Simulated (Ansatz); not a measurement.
**Quasi-harmonic thermodynamics of LiH (Fm-3m)**

Wanted: α(T), C_P(T) and B(T) of LiH in the quasi-harmonic approximation.

What experiment has found for this phase:
- heat capacity C_P per formula unit 28.1 J/mol/K and bulk modulus 33.7 GPa near room temperature (given in “High-Throughput Prediction of Finite-Temperature Properties using the Quasi-Harmonic Approximation”, 2016, arXiv:1603.06924)

Method: DFT r2SCAN, scalar-relativistic, plane waves, PAW, in Ansatz 0.2.0.

The database entry behind the starting cell differs from later determinations by our own check (the deuteride, about 0.2 % short), so it need not match the best structure at ambient conditions.

## (1) The starting structure

It takes space group Fm-3m (No. 225, cubic). The conventional cell has a = 4.074 Å, b = 4.074 Å, c = 4.074 Å, α = 90.00°, β = 90.00°, γ = 90.00°. Nearest to Li lie 6 H at 2.04 Å. Nearest to H lie 6 Li at 2.04 Å. Farther neighbours are not listed.

## (2) A first coarse run

A cheap single point shows whether the cell is a metal or an insulator and how far it is from rest; that sets the k-mesh and the occupations of what follows.

input.yaml reads:

```yaml
crystal:
  lattice:
    - [0.0, 2.03675, 2.03675]
    - [2.03675, 0.0, 2.03675]
    - [2.03675, 2.03675, 0.0]
  atoms:
    - { symbol: Li, position: [0.0, 0.0, 0.0] }
    - { symbol: H, position: [0.5, 0.5, 0.5] }
kpoints:
  mp_grid: { grid: [8, 8, 8] }
hamiltonian:
  xc: r2scan
scf:
  occupations: { method: gaussian, width: 0.1 }
output:
  forces: true
  stress: true
  eigenvalues: true
```

Launch:

```
> ansatz run input.yaml --threads 4 --pin off --max-ram 8192MiB --backend cpu --events-out ev --progress --plain --runs-dir out
```

Numbers of over 12 decimals in the logs are rounded to 6 here.

What it wrote:

```text
Engine: ansatz 0.2.0, x86_64-unknown-linux-gnu
Pseudopotentials: kind: paw
Pseudopotential: Li, paw, valence charge 3, recommended cutoff 500 eV (meta_gga), Li.paw.azcp
Pseudopotential: H, paw, valence charge 1, recommended cutoff 500 eV (meta_gga), H.paw.azcp
Functional definition: r2SCAN
  parameter k0 = 0.174
  parameter k1 = 0.065
  parameter a1 = 4.9479
  exchange = r2scan_x(k0 = k0, k1 = k1, a1 = a1)
  correlation = r2scan_c
Crystal: 2 atoms, lattice volume = 16.898 Å³
Basis set: ecut = 500 eV, 411 PW (Γ), exchange–correlation on 96×96×96 points (64 copies of the dense FFT grid, shifted against one another)
Bands: 6, of which v1, the nominal top of the filled ones, is band 2 counted from 1 (1 counted from 0)
Symmetry: 48 space group operations
Space group: Fm-3m (ITA 225), of the structure as read, at distance tolerance 2.6e-5 Å
k-points: 29 of 512
Non-local potential: Li, projectors of the file, l = 0: 3, l = 1: 2, l = 2: 1
Non-local potential: H, projectors of the file, l = 0: 2, l = 1: 1
PAW form: soft (Blöchl's): semilocal exchange-correlation on the pseudo side does not see the compensation charge
PAW one-centre angular grid: Li, 302 points (default); XC on 327 of its mesh's 2665 points in the sphere
PAW one-centre angular grid: H, 302 points (default); XC on 160 Gauss nodes
Initial density: superposition of atomic densities (neutral atoms: chi_scale 0, normalization atom), corrected by the library's trained network
Initial wavefunctions: pseudopotential atomic-orbital guess
Functional: x = r2scan, c = r2scan; τ floored in thin density (d = 2e-4 eV/Å³)
SCF iter   1: F=—  HF=-221.973861 eV  |F-HF|=—  |Δ(HF+E_count)|=         —  Δρ=3.48e-3  dr2=1.54e-3  dr2_τ=1.79e-3  ethr=1.77e-3  ⟨swp⟩=4.9  Hψ=1407  notcnv=0
preconditioner: auto → none  [insulator: Δε(μ)=3.387 eV  Ē_g=14.776 eV  σ=0.100 eV  W_gap=1.00  n_scr=0 (ndim 8)  ℏωp=12.8 eV  f_vac=0.000  D(μ)=0.00/eV (n_scr^D=0)  ε∞_Penn≈1.7]
SCF iter   2: F=—  HF=-222.011068 eV  |F-HF|=—  |Δ(HF+E_count)|=   3.72e-2  Δρ=2.77e-3  dr2=1.32e-3  dr2_τ=9.43e-6  ethr=3.84e-5  ⟨swp⟩=2.0  Hψ=580  notcnv=0
SCF iter   3: F=—  HF=-222.011592 eV  |F-HF|=—  |Δ(HF+E_count)|=   5.24e-4  Δρ=1.35e-3  dr2=2.69e-4  dr2_τ=5.20e-6  ethr=3.30e-5  ⟨swp⟩=2.0  Hψ=319  notcnv=0
SCF iter   4: F=—  HF=-222.011590 eV  |F-HF|=—  |Δ(HF+E_count)|=   2.10e-6  Δρ=3.88e-4  dr2=1.98e-5  dr2_τ=4.95e-7  ethr=6.73e-6  ⟨swp⟩=1.4  Hψ=185  notcnv=0
SCF iter   5: F=—  HF=-222.011590 eV  |F-HF|=—  |Δ(HF+E_count)|=   8.89e-8  Δρ=3.98e-5  dr2=2.85e-7  dr2_τ=1.99e-9  ethr=4.95e-7  ⟨swp⟩=2.0  Hψ=202  notcnv=0
SCF iter   6: F=-222.011590 eV  HF=-222.011590 eV  |F-HF|=6.67e-9  |Δ(HF+E_count)|=   7.48e-8  Δρ=1.37e-5  dr2=3.34e-8  dr2_τ=2.28e-10  ethr=2.50e-9  ⟨swp⟩=4.0  Hψ=853  notcnv=0
SCF 1 converged in 6 iterations: F = -222.011590 eV  dr2 = 3.34e-8
  greatest PAW one-centre occupation: 0.999 electrons in one spin orbital (limit 2), on the Li atom at site 0 (counted from 0), in its partial waves of l = 0
SCF converged after 6 iterations
Free energy (F): -222.011590 eV
Harris-Foulkes:  -222.011590 eV  (|F-HF|=6.67e-9)
Internal energy: -222.011590 eV  (E = F + TS)
E sigma→0 (E₀):  -222.011590 eV
Fermi energy:    2.026158 eV
--- Per-component energies (eV) ---
  E_band       = -94.840771
  E_kinetic    = 35.887404
  E_local      = -126.682298  (includes V_loc(G=0)·N_el)
  E_nonlocal   = -31.818848
  E_hartree    = 35.504626
  E_xc         = -19.955891
  E_vxc        = -27.992764  (∫ρ·V_xc dr)
  E_paw        = -22.353146  (= ΣΔE_a)
  E_vpaw       = -16.635325  (= ΣTr[D̂ρ^β])
  E_aug_tail   = -0.000521  (compensation charges beyond the density's cutoff)
  E_vtau       = 1.392321  (kinetic-family band-sum trace: ∫τ·v_τ [+ j·A + Jᵃ·Aᵃ] dr)
  E_ewald      = -92.592916
  E_smearing   = -0.000000  (= −TS)
  E_closure    = -0.000000  (closes the sum)
  Σ components = -222.011590   (vs F -222.011590, Δ=0.00e0)
--- Forces (eV/Å), atoms counted from 1 ---
  atom   1  Li    -0.00000000     0.00000000     0.00000000
  atom   2  H      0.00000000    -0.00000000     0.00000000
  max |Σ_I F_I| component: 1.04e-30 eV/Å
--- Stress (GPa, compression-positive) ---
       -1.679135       0.000000      -0.000000
        0.000000      -1.679135      -0.000000
       -0.000000       0.000000      -1.679135
  P = ⅓ Tr σ = -1.6791 GPa (-16.791 kbar)
--- Band table (eV; the first three rows and the last of 29) ---
  k-point 0: bands = ["-45.4371", "-5.1439", "17.0679", "18.8839", "18.8839", "18.8839"]
  k-point 1: bands = ["-45.4316", "-4.8589", "14.6868", "17.6246", "18.3293", "18.3293"]
  k-point 2: bands = ["-45.4185", "-4.0450", "10.4689", "16.1083", "17.6587", "17.6587"]
  k-point 28: bands = ["-45.3883", "0.0021", "6.1544", "6.1544", "12.4982", "18.8442"]
```

It took 0.58 s on 4 threads of Intel Xeon at 2.70GHz, shared host; peak memory 0.28 GiB; 1.4 s of CPU time.

This step gave:

```
pressure          : -1.679 GPa
gap on the k-mesh : 3.659 eV
volume per atom   : 8.449 Å³
```

The start is under -1.7 GPa at this level and looks like an insulator or semiconductor on this mesh.

## (3) Relaxation

The vibrations must be taken about the equilibrium of this functional, not about the starting cell, so the structure is relaxed.

input.yaml, the sections that differ from step 2:

```yaml
kpoints:
  mp_grid: { grid: [10, 10, 10] }
scf:
  occupations: { method: gaussian, width: 0.02 }
output:
  forces: true
  stress: true
  eigenvalues: true
  write_density: true
  write_potential: true
  elf: true
  volumetric_format: npy
relax:
  adjacent_minimum: "off"
  f_tol: 0.005
  max_steps: 80
  cell: { stress_tol: 0.05 }
# crystal, hamiltonian: as in step 2
```

What it wrote:

```text
[...]
Crystal: 2 atoms, lattice volume = 16.898 Å³
Basis set: ecut = 500 eV, 411 PW (Γ), exchange–correlation on 96×96×96 points (64 copies of the dense FFT grid, shifted against one another)
Bands: 6, of which v1, the nominal top of the filled ones, is band 2 counted from 1 (1 counted from 0)
Symmetry: 48 space group operations
[...]
k-points: 47 of 1000
[...]
SCF iter   1: F=—  HF=-221.973951 eV  |F-HF|=—  |Δ(HF+E_count)|=         —  Δρ=3.49e-3  dr2=1.55e-3  dr2_τ=1.79e-3  ethr=1.77e-3  ⟨swp⟩=5.6  Hψ=2366  notcnv=0
[...]
SCF iter   6: F=-222.011639 eV  HF=-222.011639 eV  |F-HF|=6.61e-9  |Δ(HF+E_count)|=   7.36e-8  Δρ=1.33e-5  dr2=3.16e-8  dr2_τ=2.18e-10  ethr=2.50e-9  ⟨swp⟩=7.0  Hψ=1601  notcnv=0
SCF 1 converged in 6 iterations: F = -222.011639 eV  dr2 = 3.16e-8
[...]
relax step   1: F+E_penalty+E_count = -222.01163935 eV  Δ(F+E_penalty+E_count) = +0.000e0 eV  max|allowed force component| = 1.085e-30 eV/Å  Δτ_max = 0.0000 Å  P = -1.681 GPa  Ω = 16.898 Å³  (6 SCF iters, dr2 threshold 1.00e-7 eV, accepted)
Crystal: 2 atoms, lattice volume = 16.271 Å³
[...]
iter 1 solved again at ethr=1.88e-5 eV; its pass at ethr=3.10e-3 eV (dr2=7.52e-4 eV) is discarded
[...]
SCF iter   4: F=-222.016010 eV  HF=-222.016009 eV  |F-HF|=5.35e-8  |Δ(HF+E_count)|=   3.31e-7  Δρ=1.56e-5  dr2=2.60e-8  dr2_τ=2.85e-9  ethr=5.00e-9  ⟨swp⟩=4.2  Hψ=1033  notcnv=0
SCF 2 converged in 4 iterations: F = -222.016010 eV  dr2 = 2.60e-8
relax step   2: F+E_penalty+E_count = -222.01600952 eV  Δ(F+E_penalty+E_count) = -4.370e-3 eV  max|allowed force component| = 1.348e-30 eV/Å  Δτ_max = 0.0000 Å  P = -0.445 GPa  Ω = 16.271 Å³  energy of the carried Pulay correction = +1.386e-4 eV  (4 SCF iters, dr2 threshold 2.00e-7 eV, accepted)
Crystal: 2 atoms, lattice volume = 16.056 Å³
[...]
SCF iter   4: F=-222.016342 eV  HF=-222.016342 eV  |F-HF|=7.68e-9  |Δ(HF+E_count)|=   3.76e-8  Δρ=6.37e-6  dr2=5.46e-9  dr2_τ=3.72e-10  ethr=5.00e-9  ⟨swp⟩=7.4  Hψ=1618  notcnv=0
SCF 3 converged in 4 iterations: F = -222.016342 eV  dr2 = 5.46e-9
relax step   3: F+E_penalty+E_count = -222.01634227 eV  Δ(F+E_penalty+E_count) = -3.328e-4 eV  max|allowed force component| = 1.931e-30 eV/Å  Δτ_max = 0.0000 Å  P = +0.027 GPa  Ω = 16.056 Å³  energy of the carried Pulay correction = +1.873e-4 eV  (4 SCF iters, dr2 threshold 2.00e-7 eV, accepted)
[...]
SCF iter   4: F=-222.016172 eV  HF=-222.016172 eV  |F-HF|=2.15e-11  |Δ(HF+E_count)|=  3.61e-10  Δρ=2.38e-7  dr2=7.23e-12  dr2_τ=1.35e-12  ethr=1.00e-12  ⟨swp⟩=4.8  Hψ=741  notcnv=0
SCF 4 converged in 4 iterations: F = -222.016172 eV  dr2 = 7.23e-12
relax step   4: F+E_penalty+E_count = -222.01617209 eV  Δ(F+E_penalty+E_count) = +1.702e-4 eV  max|allowed force component| = 1.619e-30 eV/Å  Δτ_max = 0.0000 Å  P = +0.020 GPa  Ω = 16.056 Å³  stress off target by 2.04e-2 GPa  SCF on the basis re-selected at this cell (its energy is not comparable with the rows above)  (4 SCF iters)
basis re-selected at this cell: Δ(F+E_penalty+E_count) = +1.702e-4 eV, ΔP = -0.007 GPa vs the last step (what re-selecting the basis moved, of the pressure what is left beyond the Pulay correction that the steps carried, after the strain that the cell walked since its last selection, with what the two solves' SCF thresholds leave and, on support functions, any second-order correction that the steps lacked; it is no m [...]
SCF converged after 4 iterations
Free energy (F): -222.016172 eV
[...]
Internal energy: -222.016172 eV  (E = F + TS)
E sigma→0 (E₀):  -222.016172 eV
Fermi energy:    2.272069 eV
[...]
--- Stress (GPa, compression-positive) ---
        0.020368       0.000000       0.000000
        0.000000       0.020368       0.000000
        0.000000       0.000000       0.020368
  P = ⅓ Tr σ = 0.0204 GPa (0.204 kbar)
--- Band table (eV; the first three rows and the last of 47) ---
[...]
--- Relaxed structure (3 steps of the walk, 3 accepted, 1 SCFs on fresh bases) ---
  F+E_penalty+E_count = -222.01617209 eV   max|allowed force component| = 1.619e-30 eV/Å   (the final SCF, on the basis selected at the relaxed cell)
  cell:  # Å, volume = 16.0561 Å³
    - [0, 2.002333, 2.002333]
    - [2.002333, 0, 2.002333]
    - [2.002333, 2.002333, 0]
  atoms:
    - { symbol: Li, position: [0, 0, 0] }
    - { symbol: H, position: [0.500000, 0.500000, 0.500000] }
```

Wall time 2.2 s (4 threads); peak memory 0.32 GiB.

Step by step:

```
step  energy less that of the first step (eV)  largest force component (eV/Å)  pressure (GPa)  volume (Å³)
   1                                   0.0000                          0.0000           -1.68        16.90
   2                                  -0.0044                          0.0000           -0.45        16.27
   3                                  -0.0047                          0.0000            0.03        16.06
  4*                                  -0.0045                          0.0000            0.02        16.06
```

Relaxation steps marked * repeat the geometry before them on a plane-wave basis chosen anew for their cell, so energy and pressure can jump there.

The run keeps the 48 symmetry operations that it works with, so distortions that break them were not tested.

```
conventional cell, symmetrised  before  after  change
                         a (Å)   4.074  4.005  -1.7 %
                         b (Å)   4.074  4.005  -1.7 %
                         c (Å)   4.074  4.005  -1.7 %
              volume (Å³/atom)    8.45   8.03  -5.0 %
```

Final coordinates:

```xyz
2
Lattice="0.0000 2.0023 2.0023 2.0023 0.0000 2.0023 2.0023 2.0023 0.0000" Properties=species:S:1:pos:R:3 pbc="T T T"
Li    0.0000    0.0000    0.0000
H     2.0023    2.0023    2.0023
```

This step gave:

```yaml
pressure: 0.02037 GPa
gap_on_the_k_mesh: 3.629 eV
volume_per_atom: 8.028 Å³
```

Electrostatic potential energy in the ac plane of the conventional cell at fractional y = 0.000, with atoms of Li and H within 0.2 Å of it. With pseudopotentials it is smooth inside the atoms' cores, unlike the true potential.

Values in eV, 14 rows by 14 columns, each cell a mean:
```
-31 -22  -9   1   3   0 -18 -27  -9   3   3  -2 -14 -27
-17 -11  -2   2   4   3   0  -2   2   4   3   1  -6 -14
 -3  -1   2   3   4   4   3   3   3   4   4   2   1  -2
  2   3   3   4   3   2   1   1   2   3   3   4   3   3
  2   3   4   3   2  -2  -9 -11  -6   0   3   4   4   3
-15  -3   3   3  -1 -11 -22 -26 -18  -6   2   3   2  -9
-35 -15   2   2  -3 -17 -31 -35 -26 -11   1   3  -2 -27
-27  -9   3   3  -2 -14 -27 -31 -22  -9   1   3   0 -18
 -2   2   4   3   1  -6 -14 -17 -11  -2   2   4   3   0
  3   3   4   4   2   1  -2  -3  -1   2   3   4   4   3
  1   2   3   3   4   3   3   2   3   3   4   3   2   1
-11  -6   0   3   4   4   3   2   3   4   3   2  -2  -9
-26 -18  -6   2   3   2  -9 -15  -3   3   3  -1 -11 -22
-35 -26 -11   1   3  -2 -27 -35 -15   2   2  -3 -17 -31
```
Columns run along a (4.0 Å; values clipped at the 3rd and 97th percentile), rows up along c (4.0 Å), edges of the conventional cell, whose origin can differ from the input's. Atoms in or near the plane, at fractional coordinates: Li at (0.00, 0.00), Li at (0.50, 0.50), H at (0.50, 0.00), H at (0.00, 0.50).

ELF in the ac plane of the conventional cell at fractional y = 0.000, with atoms of Li and H within 0.2 Å of it. It is the smooth field of the valence electrons, not physical close to the nuclei.

Ten even steps from '0' (0.38 × 1e-1) to '9' (9.99 × 1e-1), each cell a mean:
```
96028999996038
31017999994003
00014788862000
65411122110246
99840001001699
99950167401899
99960399712899
99960389602899
99940033101799
88620000001478
21102466541112
10016999984000
74018999995016
97128999996039
```
Columns run along a (4.0 Å), rows up along c (4.0 Å), edges of the conventional cell, whose origin can differ from the input's. Atoms in or near the plane, at fractional coordinates: Li at (0.00, 0.00), Li at (0.50, 0.50), H at (0.50, 0.00), H at (0.00, 0.50).

Valence density in the ac plane of the conventional cell at fractional y = 0.000, with atoms of Li and H within 0.2 Å of it. It is the smooth field of the valence electrons, not physical close to the nuclei.

Ten steps, logarithmic in the rise over the least value, from '_' (0.1 e/Å³) to '@' (8.0 e/Å³), each cell a mean:
```
@@##::__::--++++==--..__==%%
++--____..::------::____..==
..________..::::....________
....______________________..
--::..______::--..____..::--
++==::..__--##%%**..__..--==
**++--....++@@@@%%--__::--++
++==--..__==%%@@##::__::--++
----::____..==++--____..::--
::....________..________..::
____________......__________
--..____..::----::..______::
%%**..__..--==++==::..__--##
@@%%--__::--++**++--....++@@
```
Columns run along a (4.0 Å), rows up along c (4.0 Å), edges of the conventional cell, whose origin can differ from the input's. Atoms in or near the plane, at fractional coordinates: Li at (0.00, 0.00), Li at (0.50, 0.50), H at (0.50, 0.00), H at (0.00, 0.50).

The relaxation ends with a pressure of 0.02 GPa.

## (4) Tight relaxation

The thresholds are tightened for a last relaxation ahead of the phonons, and where mesh or smearing change with them the cell follows.

input.yaml reads:

```yaml
crystal:
  lattice:
    - [0.0, 2.0023334741, 2.0023334741]
    - [2.0023334741, 0.0, 2.0023334741]
    - [2.0023334741, 2.0023334741, 0.0]
  atoms:
    - { symbol: Li, position: [0.0, 0.0, 0.0] }
    - { symbol: H, position: [0.5, 0.5, 0.5] }
kpoints:
  mp_grid: { grid: [12, 12, 12] }
hamiltonian:
  xc: r2scan
scf:
  occupations: { method: fixed }
output:
  forces: true
  stress: true
  eigenvalues: true
relax:
  adjacent_minimum: "off"
  f_tol: 0.001
  max_steps: 60
  cell: { stress_tol: 0.01 }
```

What it wrote:

```text
[...]
Crystal: 2 atoms, lattice volume = 16.056 Å³
Basis set: ecut = 500 eV, 411 PW (Γ), exchange–correlation on 96×96×96 points (64 copies of the dense FFT grid, shifted against one another)
Bands: 6, of which v1, the nominal top of the filled ones, is band 2 counted from 1 (1 counted from 0)
Symmetry: 48 space group operations
[...]
k-points: 72 of 1728
[...]
0.000000       0.000000       0.006015
  P = ⅓ Tr σ = 0.0060 GPa (0.060 kbar)
--- Band table (eV; the first three rows and the last of 72) ---
[...]
--- Relaxed structure (2 steps of the walk, 2 accepted, 1 SCFs on fresh bases) ---
[...]
cell:  # Å, volume = 16.0623 Å³
    - [0, 2.002594, 2.002594]
    - [2.002594, 0, 2.002594]
    - [2.002594, 2.002594, 0]
  atoms:
    - { symbol: Li, position: [0, 0, 0] }
    - { symbol: H, position: [0.5, 0.5, 0.5] }
[key lines of the parts left out:]
SCF converged after 3 iterations
Free energy (F): -222.016175 eV
Fermi energy:    0.455316 eV
```

Elapsed: 1.8 s, on 4 threads; peak memory 0.32 GiB.

Little changed from the start: no atom moved by 0.005 Å and no cell edge by 0.1 %.

This step gave:

| Quantity | Value |
| --- | --- |
| pressure | 0.006015 GPa |
| gap on the k-mesh | 3.630 eV |
| volume per atom | 8.031 Å³ |

The residual pressure is 0.0060 GPa, small enough for phonons.

(Part 1 of 2 ends here.)

[Logs are printed without paths, hosts, clocks, repeated set-up lines and the standing remarks that a program may print on its own settings, such as how far it seeks lower states.]

[Hosts, paths, dates, database ids (printed as entryN), source tags and the programs' standing remarks are cut or masked in the printed files.]

[A step with changed settings may run another functional than the one named; its input shows which.]
